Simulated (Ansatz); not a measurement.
# KCaInWO6: complex band structure, part 2 of 3

Aim: the decay constants that govern tunnelling through KCaInWO6.

Ansatz 0.2.0; PBE DFT, plane waves, PAW files (the session's first sound run).

So far, gap on the k-mesh (eV): step 2 (the bulk crystal and its band edges) 2.97; step 3 (complex bands, plane (111), k-mesh 6×6×6) 2.96.

## Step 5: Decaying states in the gap, plane (001)

Level of this step: PBE DFT, plane waves, PAW files; complex bands by layer matching along the plane's normal (Ansatz).

The same for the (001) plane, at (0, 0) and (-0.5, -0.5), to see how the decay depends on direction.

Contents of input.yaml:

```yaml
crystal:
  lattice:
    - [5.7819908517, 0.0, 0.0]
    - [0.0, 5.7819908517, 0.0]
    - [2.8909954259, 2.8909954259, 4.08848494]
  atoms:
    - { symbol: K, position: [0.75, 0.25, 0.5] }
    - { symbol: Ca, position: [0.25, 0.75, 0.5] }
    - { symbol: In, position: [0.0, 0.0, 0.0] }
    - { symbol: W, position: [0.5, 0.5, 0.0] }
    - { symbol: O, position: [0.73761249, 0.26238751, 0.0] }
    - { symbol: O, position: [0.26238751, 0.73761249, 0.0] }
    - { symbol: O, position: [0.73761249, 0.73761249, 0.52477502] }
    - { symbol: O, position: [0.26238751, 0.26238751, 0.47522498] }
    - { symbol: O, position: [0.26238751, 0.26238751, 0.0] }
    - { symbol: O, position: [0.73761249, 0.73761249, 0.0] }
kpoints:
  mp_grid: { grid: [6, 6, 6] }
scf:
  occupations: { method: fixed }
hamiltonian:
  xc: pbe
output:
  eigenvalues: true
  transmission:
    leads: [[0, 0]]
    kpoints: [[0.0, 0.0], [-0.5, -0.5]]
    e_range: [-1.0, 3.96]
    de: 0.1
```

Command:

```bash
$ ansatz run input.yaml --threads 2 --pin off --max-ram 4096MiB --backend cpu --events-out ev --progress --plain --runs-dir out
```

Numbers of over 12 decimals in the logs are rounded to 6 here.

The log of the run:

```text
[...]
Crystal: 10 atoms, lattice volume = 136.684 Å³
Basis set: ecut = 420 eV, 2685 PW (Γ)
Bands: 51, of which v1, the nominal top of the filled ones, is band 41 counted from 1 (40 counted from 0)
Symmetry: 24 space group operations
[...]
k-points: 16 of 216 (time reversal used)
[...]
SCF iter   1: F=—  HF=-22748.335507 eV  |F-HF|=—  |Δ(HF+E_count)|=         —  Δρ=1.41e-3  dr2=5.42e-3  ethr=1.77e-3  ⟨swp⟩=5.2  Hψ=2949  notcnv=0  defer=109
[...]
SCF iter   7: F=-22748.337498 eV  HF=-22748.337498 eV  |F-HF|=4.37e-10  |Δ(HF+E_count)|=   4.36e-8  Δρ=2.53e-6  dr2=1.15e-8  ethr=1.22e-10  ⟨swp⟩=11.2  Hψ=3275  notcnv=0
SCF 1 converged in 7 iterations: F = -22748.337498 eV  dr2 = 1.15e-8
[...]
transmission: 7 of 14 steps passed
transmission: 14 of 14 steps passed
SCF converged after 7 iterations
Free energy (F): -22748.337498 eV
[...]
Internal energy: -22748.337498 eV  (E = F + TS)
E sigma→0 (E₀):  -22748.337498 eV
Fermi energy:    7.932681 eV
[...]
--- Band table (eV; the first three rows and the last of 16) ---
  k-point 0: bands = [... 37 lower, 7.1255, 7.9327, 7.9327, 7.9327, 10.9851, 10.9851, 10.9851, 11.8995, ... 6 higher]
  k-point 1: bands = [... 37 lower, 7.0366, 7.7142, 7.7142, 7.9203, 10.9580, 11.1662, 11.1662, 12.4100, ... 6 higher]
  k-point 2: bands = [... 37 lower, 6.9103, 7.3021, 7.3021, 7.8962, 10.9148, 11.5718, 11.5718, 12.2626, ... 6 higher]
  k-point 15: bands = [... 37 lower, 7.0160, 7.1774, 7.4482, 7.5485, 11.2201, 11.2730, 11.6653, 12.6712, ... 6 higher]
--- Transmission ---
  basis      : 293 plane waves across, 7 finite elements along
  points     : 2, as listed
[...]
crystal 0  : O6In1W1K1Ca1, at the sites [0, 0], period 4.0885 Å: whole cells are its period
[...]
channels       : 0.000000e0 a spin
[...]
slowest decay  : 0.3843 /Å at (0.0000, 0.0000)
```

Run time: 2.7 min. Hardware: 2 threads of Arm Neoverse N1, shared host; peak memory 0.97 GiB.

Numbers from this step:

```yaml
decay_constant_at_the_filling_level_zone_centre: 0.3843 Å⁻¹
decay_constant_at_the_filling_level_slowest_listed_point: 0.3843 Å⁻¹
```

K parallel (0, 0); values up to 1.5 1/Å, a degenerate pair printed once or twice; energies at which all values exceed this have no row. Im kz of the slowest decaying states against energy, zero at the highest filled level on the SCF mesh:

| energy (eV) | decay 1 (Å⁻¹) | decay 2 (Å⁻¹) | decay 3 (Å⁻¹) | decay 4 (Å⁻¹) |
| --- | --- | --- | --- | --- |
| -1.0000 | 0.116 | 0.132 | 0.132 | 0.201 |
| -0.8000 | 0.0461 | 0.0679 | 0.293 | 0.382 |
| -0.5000 | 0.250 | 0.341 | 0.406 | 0.419 |
| -0.3000 | 0.301 | 0.400 | 0.445 | 0.452 |
| 0.0000 | 0.0172 | 0.0694 | 0.347 | 0.449 |
| 0.2000 | 0.226 | 0.366 | 0.464 | 0.519 |
| 0.5000 | 0.350 | 0.383 | 0.464 | 0.549 |
| 0.7000 | 0.389 | 0.432 | 0.561 | 0.621 |
| 1.0000 | 0.392 | 0.456 | 0.574 | 0.743 |
| 1.2000 | 0.391 | 0.465 | 0.561 | 0.579 |
| 1.5000 | 0.384 | 0.470 | 0.484 | 0.583 |
| 1.7000 | 0.377 | 0.449 | 0.469 | 0.583 |
| 2.0000 | 0.363 | 0.406 | 0.459 | 0.580 |
| 2.2000 | 0.352 | 0.380 | 0.446 | 0.576 |
| 2.5000 | 0.331 | 0.341 | 0.417 | 0.566 |
| 2.7000 | 0.314 | 0.314 | 0.386 | 0.557 |
| 3.0000 | 0.134 | 0.268 | 0.288 | 0.454 |
| 3.2000 | 0.234 | 0.250 | 0.436 | 0.464 |
| 3.5000 | 0.167 | 0.205 | 0.466 | 0.499 |
| 3.7000 | 0.0937 | 0.159 | 0.461 | 0.477 |

K parallel (-0.5, -0.5); values up to 1.5 1/Å, a degenerate pair printed once or twice; energies at which all values exceed this have no row. Table of Im kz of the slowest decaying states by energy, zero at the highest filled level on the SCF mesh:

| energy (eV) | decay 1 (Å⁻¹) | decay 2 (Å⁻¹) | decay 3 (Å⁻¹) | decay 4 (Å⁻¹) |
| --- | --- | --- | --- | --- |
| -1.00 | 0.126 | 0.263 | 0.419 | 0.557 |
| -0.80 | 0.154 | 0.201 | 0.582 | 0.618 |
| -0.50 | 0.338 | 0.392 | 0.683 | 0.704 |
| -0.30 | 0.382 | 0.443 | 0.715 | 0.746 |
| 0.00 | 0.135 | 0.410 | 0.471 | 0.752 |
| 0.20 | 0.320 | 0.389 | 0.472 | 0.771 |
| 0.50 | 0.414 | 0.462 | 0.796 | 0.826 |
| 0.70 | 0.439 | 0.452 | 0.810 | 0.835 |
| 1.00 | 0.434 | 0.461 | 0.826 | 0.844 |
| 1.20 | 0.422 | 0.469 | 0.833 | 0.847 |
| 1.40 | 0.408 | 0.473 | 0.838 | 0.848 |
| 1.70 | 0.387 | 0.470 | 0.838 | 0.846 |
| 1.90 | 0.371 | 0.464 | 0.835 | 0.842 |
| 2.20 | 0.346 | 0.445 | 0.825 | 0.833 |
| 2.40 | 0.328 | 0.426 | 0.816 | 0.825 |
| 2.70 | 0.296 | 0.360 | 0.398 | 0.799 |
| 2.90 | 0.156 | 0.272 | 0.473 | 0.787 |
| 3.20 | 0.228 | 0.511 | 0.766 | 0.781 |
| 3.40 | 0.189 | 0.528 | 0.750 | 0.775 |
| 3.70 | 0.0936 | 0.546 | 0.723 | 0.854 |
| 3.90 | 0.0875 | 0.484 | 0.556 | 0.704 |

At the listed wavevectors the last open channel is at -0.10 eV and the next at +3.00 eV on the grid. At +1.50 eV, the grid energy nearest the filling level (the middle of the gap on the SCF mesh), the slowest state at the listed wavevectors decays with κ = 0.384 Å⁻¹, its amplitude falling by e over 2.6 Å; the first such run, plane (111), gave 0.330 Å⁻¹.

## Step 6: Band edges at another level

This step: PBE DFT, plane waves, JTH PAW files (Ansatz 0.2.0).

The edges again with JTH files, at the same atoms.

Contents of input.yaml:

```yaml
crystal:
  lattice:
    - [0.0, 4.08848494, 4.08848494]
    - [4.08848494, 0.0, 4.08848494]
    - [4.08848494, 4.08848494, 0.0]
  atoms:
    - { symbol: K, position: [0.25, 0.25, 0.25] }
    - { symbol: Ca, position: [0.75, 0.75, 0.75] }
    - { symbol: In, position: [0.0, 0.0, 0.0] }
    - { symbol: W, position: [0.5, 0.5, 0.5] }
    - { symbol: O, position: [0.73761249, 0.26238751, 0.26238751] }
    - { symbol: O, position: [0.26238751, 0.73761249, 0.73761249] }
    - { symbol: O, position: [0.26238751, 0.73761249, 0.26238751] }
    - { symbol: O, position: [0.73761249, 0.26238751, 0.73761249] }
    - { symbol: O, position: [0.26238751, 0.26238751, 0.73761249] }
    - { symbol: O, position: [0.73761249, 0.73761249, 0.26238751] }
kpoints:
  mp_grid: { grid: [5, 5, 5] }
  band_path: { path: [VBM, CBM], npoints: 30 }
scf:
  occupations: { method: fixed }
hamiltonian:
  xc: pbe
  pseudopotentials: { kind: paw, source: jth }
output:
  eigenvalues: true
```

The log of the run:

```text
Warning: <dir> the checks of this K dataset prove no rule for summing its radial tables, as where they were carried onto another mesh than they were made on, and Gregory's rule is taken, under which a leading mesh point left out moves its sums only by what lay on the interval it spanned. That does not make them correct, and they differ from Quantum ESPRESSO's on this file; a re-export a fraction of a mesh step off can move them. hamiltonian.pseudopotentials.radial_quadrature: simpson_from_first_knot sums it by `pw.x`'s rule; on a PAW file no value gives `pw.x`'s numbers. What more to know: hamiltonian.pseudopotentials.radial_quadrature, in the input reference
Warning: <dir> the checks of this Ca dataset prove no rule for summing its radial tables, as where they were carried onto another mesh than they were made on, and Gregory's rule is taken, under which a leading mesh point left out moves its sums only by what lay on the interval it spanned. That does not make them correct, and they differ from Quantum ESPRESSO's on this file; a re-export a fraction of a mesh step off can move them. hamiltonian.pseudopotentials.radial_quadrature: simpson_from_first_knot sums it by `pw.x`'s rule; on a PAW file no value gives `pw.x`'s numbers. What more to know: hamiltonian.pseudopotentials.radial_quadrature, in the input reference
Warning: <dir> the checks of this In dataset prove no rule for summing its radial tables, as where they were carried onto another mesh than they were made on, and Gregory's rule is taken, under which a leading mesh point left out moves its sums only by what lay on the interval it spanned. That does not make them correct, and they differ from Quantum ESPRESSO's on this file; a re-export a fraction of a mesh step off can move them. hamiltonian.pseudopotentials.radial_quadrature: simpson_from_first_knot sums it by `pw.x`'s rule; on a PAW file no value gives `pw.x`'s numbers. What more to know: hamiltonian.pseudopotentials.radial_quadrature, in the input reference
Warning: <dir> the checks of this W dataset prove no rule for summing its radial tables, as where they were carried onto another mesh than they were made on, and Gregory's rule is taken, under which a leading mesh point left out moves its sums only by what lay on the interval it spanned. That does not make them correct, and they differ from Quantum ESPRESSO's on this file; a re-export a fraction of a mesh step off can move them. hamiltonian.pseudopotentials.radial_quadrature: simpson_from_first_knot sums it by `pw.x`'s rule; on a PAW file no value gives `pw.x`'s numbers. What more to know: hamiltonian.pseudopotentials.radial_quadrature, in the input reference
Warning: <dir> the checks of this O dataset prove no rule for summing its radial tables, as where they were carried onto another mesh than they were made on, and Gregory's rule is taken, under which a leading mesh point left out moves its sums only by what lay on the interval it spanned. That does not make them correct, and they differ from Quantum ESPRESSO's on this file; a re-export a fraction of a mesh step off can move them. hamiltonian.pseudopotentials.radial_quadrature: simpson_from_first_knot sums it by `pw.x`'s rule; on a PAW file no value gives `pw.x`'s numbers. What more to know: hamiltonian.pseudopotentials.radial_quadrature, in the input reference
Engine: ansatz 0.2.0, aarch64-unknown-linux-gnu
Pseudopotentials: kind: paw
Pseudopotential: K, paw, valence charge 9, recommended cutoff 690 eV (normal), K.paw.azcp
Pseudopotential: Ca, paw, valence charge 10, recommended cutoff 870 eV (normal), Ca.paw.azcp
Pseudopotential: In, paw, valence charge 13, recommended cutoff 9000 eV (normal), In.paw.azcp
Pseudopotential: W, paw, valence charge 14, recommended cutoff 1290 eV (normal), W.paw.azcp
Pseudopotential: O, paw, valence charge 6, recommended cutoff 1380 eV (normal), O.paw.azcp
Functional definition: PBE
  parameter kappa = 0.804
  parameter beta = 0.066725
  exchange = pbe_x(kappa = kappa, mu = beta*pi^2/3)
  correlation = pbe_c(beta = beta)
Error: memory limit exceeded: the `cold-start seed` phase needs 4.44 GiB against the run's memory maximum of 4.00 GiB; largest carriers: wavefunctions 2.01 GiB, ion tables 1.20 GiB, plane-wave basis 0.36 GiB, trial-orbital tables 0.35 GiB, unmodelled-tail allowance 0.30 GiB; a later phase of this entry needs more than this one; a spill directory would not be enough: with 10 of 10 wavefunction blocks spilled the largest phase would still need 6.59 GiB
with nothing else changed it takes a maximum of at least 4.44 GiB, with nothing to spare, and 4.89 GiB leaves up to a tenth: --max-ram 4.89GiB where that set the maximum, else more of the term that did, and with no share typed, where 4.89 GiB is over 0.88 of the host's memory or its container's limit, a share of 0.88 or more that holds the maximum too (--max-ram-frac F), where one does; The budget is ten elevenths of [...]
```

The job ended after 11 s (2 threads; peak memory 0.97 GiB).

The program refused the input before any cycle.

The program's message: “Error: memory limit exceeded: the `cold-start seed` phase needs 4.44 GiB against the run's memory maximum of 4.00 GiB; largest carriers: wavefunctions 2.01 GiB, ion tables 1.20 GiB, plane-wave basis 0 …”

## Step 7: A check of the settings

This step: PBE DFT, plane waves, PAW files; complex bands by layer matching along the plane's normal; changed: scf.mixing.preconditioner = "kerker_dos", hamiltonian.hubbard = {"sites": [{"species": "W", "l": "d", "u_eff": 4.0}], "double_counting": "amf"}, scf.n_extra_bands = 32 (Ansatz 0.2.0).

This run repeats an earlier one, its twin (the complex run, plane (111)), with four settings changed (scf.mixing.preconditioner, scf.n_extra_bands, hamiltonian.hubbard.sites, hamiltonian.hubbard.double_counting; files written aside). It is meant to test how the run responds to these settings. Where the input is shown as a difference, that is against the step before, not the twin.

Contents of input.yaml:

```yaml
crystal:
  lattice:
    - [5.7819908517, 0.0, 0.0]
    - [2.8909954259, 5.007350962, 0.0]
    - [0.0, 3.3382339747, 4.7209757614]
  atoms:
    - { symbol: K, position: [0.75, 0.5, 0.25] }
    - { symbol: Ca, position: [0.25, 0.5, 0.75] }
    - { symbol: In, position: [0.0, 0.0, 0.0] }
    - { symbol: W, position: [0.5, 0.0, 0.5] }
    - { symbol: O, position: [0.73761249, 0.0, 0.26238751] }
    - { symbol: O, position: [0.26238751, 0.0, 0.73761249] }
    - { symbol: O, position: [0.26238751, 0.0, 0.26238751] }
    - { symbol: O, position: [0.73761249, 0.0, 0.73761249] }
    - { symbol: O, position: [0.73761249, 0.52477502, 0.73761249] }
    - { symbol: O, position: [0.26238751, 0.47522498, 0.26238751] }
kpoints:
  mp_grid: { grid: [6, 6, 6] }
scf:
  occupations: { method: fixed }
  mixing: { preconditioner: kerker_dos }
  n_extra_bands: 32
hamiltonian:
  xc: pbe
  hubbard: { sites: [{ species: W, l: d, u_eff: 4.0 }], double_counting: amf }
output:
  eigenvalues: true
  transmission:
    leads: [[0, 0]]
    kpoints: [[0.0, 0.0], [-0.5, -0.5], [0.5, 0.0]]
    e_range: [-1.0, 3.96]
    de: 0.08
```

The log of the run:

```text
K: projections on atomic orbitals take those of the free atom [Ne] 3s2 3p6 4s1, of charge +0.00 (hamiltonian.pseudopotentials.projection_atoms); the dataset's partial waves leave at most 2.3e-7 of an orbital's norm unspanned inside its sphere
Ca: projections on atomic orbitals take those of the free atom [Ne] 3s2 3p6 4s2, of charge +0.00 (hamiltonian.pseudopotentials.projection_atoms); the dataset's partial waves leave at most 2.9e-7 of an orbital's norm unspanned inside its sphere
In: projections on atomic orbitals take those of the free atom [Kr] 4d10 5s2 5p1, of charge +0.00 (hamiltonian.pseudopotentials.projection_atoms); the dataset's partial waves leave at most 3.8e-6 of an orbital's norm unspanned inside its sphere
W: projections on atomic orbitals take those of the free atom [Kr 4d10 4f14] 5s2 5p6 5d4 6s2, of charge +0.00 (hamiltonian.pseudopotentials.projection_atoms); the dataset's partial waves leave at most 6.5e-5 of an orbital's norm unspanned inside its sphere
O: projections on atomic orbitals take those of the free atom [He] 2s2 2p4, of charge +0.00 (hamiltonian.pseudopotentials.projection_atoms); the dataset's partial waves leave at most 1.9e-8 of an orbital's norm unspanned inside its sphere
[...]
Crystal: 10 atoms, lattice volume = 136.684 Å³
Basis set: ecut = 420 eV, 2685 PW (Γ)
Bands: 73, of which v1, the nominal top of the filled ones, is band 41 counted from 1 (40 counted from 0)
Symmetry: 24 space group operations
[...]
k-points: 16 of 216 (time reversal used)
[...]
SCF iter   1: F=—  HF=-22753.390071 eV  |F-HF|=—  |Δ(HF+E_count)|=         —  Δρ=8.64e-2  dr2=1.79e1  ethr=3.10e-3  ⟨swp⟩=5.9  Hψ=4466  notcnv=0  defer=440
[...]
SCF iter  11: F=-22748.340515 eV  HF=-22748.340515 eV  |F-HF|=5.13e-8  |Δ(HF+E_count)|=   1.54e-7  Δρ=6.09e-6  dr2=9.44e-8  ethr=1.22e-10  ⟨swp⟩=12.9  Hψ=7668  notcnv=0
SCF 1 converged in 11 iterations: F = -22748.340515 eV  dr2 = 9.44e-8
[...]
transmission: 9 of 27 steps passed
transmission: 18 of 27 steps passed
transmission: 27 of 27 steps passed
SCF converged after 11 iterations
Free energy (F): -22748.340515 eV
[...]
Internal energy: -22748.340515 eV  (E = F + TS)
E sigma→0 (E₀):  -22748.340515 eV
Fermi energy:    7.934176 eV
[...]
DFT+U double counting: amf (around mean field; hamiltonian.hubbard.double_counting)
--- Band table (eV; the first three rows and the last of 16) ---
  k-point 0: bands = [... 37 lower, 7.1259, 7.9342, 7.9342, 7.9342, 11.0048, 11.0048, 11.0048, 11.9001, ... 28 higher]
  k-point 1: bands = [... 37 lower, 7.1821, 7.7927, 7.7927, 7.8682, 11.0163, 11.0993, 11.0993, 12.3335, ... 28 higher]
  k-point 2: bands = [... 37 lower, 7.3341, 7.4763, 7.4763, 7.7048, 11.0104, 11.2340, 11.2340, 13.0244, ... 28 higher]
  k-point 15: bands = [... 37 lower, 6.7877, 7.0658, 7.3019, 7.7122, 11.0925, 11.5368, 11.8111, 12.1968, ... 28 higher]
Occupation matrices written to <dir>
--- Transmission ---
  basis      : 253 plane waves across, 9 finite elements along
  points     : 3, as listed
[...]
channels       : 0.000000e0 a spin
[...]
slowest decay  : 0.3301 /Å at (0.0000, 0.0000)
```

Wall time 5 min (2 threads); peak memory 1.1 GiB.

This step gave:

| Property | Result |
| --- | --- |
| free energy | -22748.3405 eV |
| Fermi energy | 7.934 eV |
| gap on the k-mesh | 2.983 eV |
| level to which the leads are filled | 1.492 eV from the Fermi level |
| decay constant at the filling level, zone centre | 0.3301 Å⁻¹ |
| decay constant at the filling level, slowest listed point | 0.3301 Å⁻¹ |

K parallel (0, 0); values up to 1.5 1/Å, a degenerate pair printed once or twice; energies at which all values exceed this have no row. Im kz of the slowest decaying states against energy, zero at the highest filled level on the SCF mesh:

| energy (eV) | decay 1 (Å⁻¹) | decay 2 (Å⁻¹) | decay 3 (Å⁻¹) | decay 4 (Å⁻¹) |
| --- | --- | --- | --- | --- |
| -1.0000 | 0.0953 | 0.184 | 0.327 | 0.561 |
| -0.7600 | 0.0726 | 0.113 | 0.218 | 0.573 |
| -0.5200 | 0.162 | 0.169 | 0.301 | 0.583 |
| -0.2800 | 0.219 | 0.278 | 0.350 | 0.591 |
| -0.0400 | 0.254 | 0.365 | 0.383 | 0.597 |
| 0.2800 | 0.283 | 0.287 | 0.413 | 0.419 |
| 0.5200 | 0.304 | 0.366 | 0.430 | 0.466 |
| 0.7600 | 0.316 | 0.417 | 0.446 | 0.492 |
| 1.0000 | 0.324 | 0.435 | 0.475 | 0.513 |
| 1.2400 | 0.329 | 0.438 | 0.505 | 0.529 |
| 1.4800 | 0.330 | 0.436 | 0.528 | 0.541 |
| 1.7200 | 0.328 | 0.428 | 0.546 | 0.551 |
| 1.9600 | 0.322 | 0.415 | 0.557 | 0.560 |
| 2.2800 | 0.308 | 0.386 | 0.560 | 0.572 |
| 2.5200 | 0.292 | 0.352 | 0.558 | 0.570 |
| 2.7600 | 0.268 | 0.295 | 0.551 | 0.555 |
| 3.0000 | 0.163 | 0.207 | 0.531 | 0.536 |
| 3.2400 | 0.305 | 0.475 | 0.502 | 0.569 |
| 3.4800 | 0.218 | 0.405 | 0.560 | 0.563 |
| 3.7200 | 0.155 | 0.506 | 0.545 | 0.565 |

K parallel (-0.5, -0.5); values up to 1.5 1/Å, a degenerate pair printed once or twice; energies at which all values exceed this have no row. Im kz of the slowest decaying states against energy, zero at the highest filled level on the SCF mesh:

| energy (eV) | decay 1 (Å⁻¹) | decay 2 (Å⁻¹) | decay 3 (Å⁻¹) | decay 4 (Å⁻¹) |
| --- | --- | --- | --- | --- |
| -1.00 | 0.164 | 0.226 | 0.229 | 0.428 |
| -0.76 | 0.180 | 0.231 | 0.466 | 0.671 |
| -0.52 | 0.0779 | 0.255 | 0.288 | 0.460 |
| -0.28 | 0.160 | 0.210 | 0.294 | 0.363 |
| -0.04 | 0.0736 | 0.223 | 0.320 | 0.322 |
| 0.28 | 0.276 | 0.342 | 0.348 | 0.409 |
| 0.52 | 0.304 | 0.352 | 0.372 | 0.492 |
| 0.76 | 0.324 | 0.357 | 0.389 | 0.520 |
| 1.00 | 0.338 | 0.360 | 0.402 | 0.540 |
| 1.24 | 0.346 | 0.358 | 0.409 | 0.556 |
| 1.48 | 0.350 | 0.354 | 0.412 | 0.569 |
| 1.72 | 0.346 | 0.347 | 0.411 | 0.578 |
| 1.96 | 0.335 | 0.339 | 0.404 | 0.586 |
| 2.20 | 0.320 | 0.323 | 0.391 | 0.591 |
| 2.44 | 0.297 | 0.299 | 0.370 | 0.530 |
| 2.68 | 0.254 | 0.268 | 0.339 | 0.432 |
| 3.00 | 0.127 | 0.269 | 0.283 | 0.597 |
| 3.24 | 0.118 | 0.162 | 0.225 | 0.585 |
| 3.48 | 0.167 | 0.324 | 0.553 | 0.594 |
| 3.72 | 0.0674 | 0.494 | 0.592 | 0.610 |
| 3.96 | 0.149 | 0.180 | 0.531 | 0.587 |

K parallel (0.5, 0); values up to 1.5 1/Å, a degenerate pair printed once or twice; energies at which all values exceed this have no row. Im kz of the slowest decaying states against energy, zero at the highest filled level on the SCF mesh:

| energy (eV) | decay 1 (Å⁻¹) | decay 2 (Å⁻¹) | decay 3 (Å⁻¹) | decay 4 (Å⁻¹) |
| --- | --- | --- | --- | --- |
| -1.00 | 0.164 | 0.226 | 0.229 | 0.428 |
| -0.84 | 0.0675 | 0.105 | 0.230 | 0.458 |
| -0.60 | 0.0467 | 0.237 | 0.261 | 0.331 |
| -0.44 | 0.0846 | 0.109 | 0.119 | 0.270 |
| -0.20 | 0.185 | 0.259 | 0.304 | 0.384 |
| -0.04 | 0.0736 | 0.223 | 0.320 | 0.322 |
| 0.20 | 0.265 | 0.337 | 0.339 | 0.360 |
| 0.36 | 0.286 | 0.345 | 0.357 | 0.452 |
| 0.60 | 0.311 | 0.354 | 0.378 | 0.502 |
| 0.76 | 0.324 | 0.357 | 0.389 | 0.520 |
| 1.00 | 0.338 | 0.360 | 0.402 | 0.540 |
| 1.16 | 0.344 | 0.359 | 0.407 | 0.551 |
| 1.40 | 0.349 | 0.356 | 0.412 | 0.565 |
| 1.56 | 0.349 | 0.352 | 0.412 | 0.572 |
| 1.80 | 0.343 | 0.345 | 0.409 | 0.581 |
| 1.96 | 0.335 | 0.339 | 0.404 | 0.586 |
| 2.20 | 0.320 | 0.323 | 0.391 | 0.591 |
| 2.36 | 0.307 | 0.307 | 0.378 | 0.562 |
| 2.60 | 0.271 | 0.281 | 0.351 | 0.466 |
| 2.76 | 0.234 | 0.252 | 0.325 | 0.393 |
| 3.00 | 0.127 | 0.269 | 0.283 | 0.597 |
| 3.16 | 0.0435 | 0.209 | 0.242 | 0.594 |
| 3.40 | 0.188 | 0.238 | 0.564 | 0.594 |
| 3.56 | 0.142 | 0.384 | 0.540 | 0.593 |
| 3.80 | 0.506 | 0.593 | 0.600 | 0.628 |
| 3.96 | 0.149 | 0.180 | 0.531 | 0.587 |

The least decay constant is 0.330 Å⁻¹ against 0.330 Å⁻¹ in the twin: no change within 1 %, at 1.3 times the CPU time.

(Continued in part 3 of 3.)

[Logs are printed without paths, hosts, clocks, repeated set-up lines and the standing remarks that a program may print on its own settings, such as how far it seeks lower states.]

[Hosts, paths, dates, database ids (printed as entryN), source tags and the programs' standing remarks are cut or masked in the printed files.]
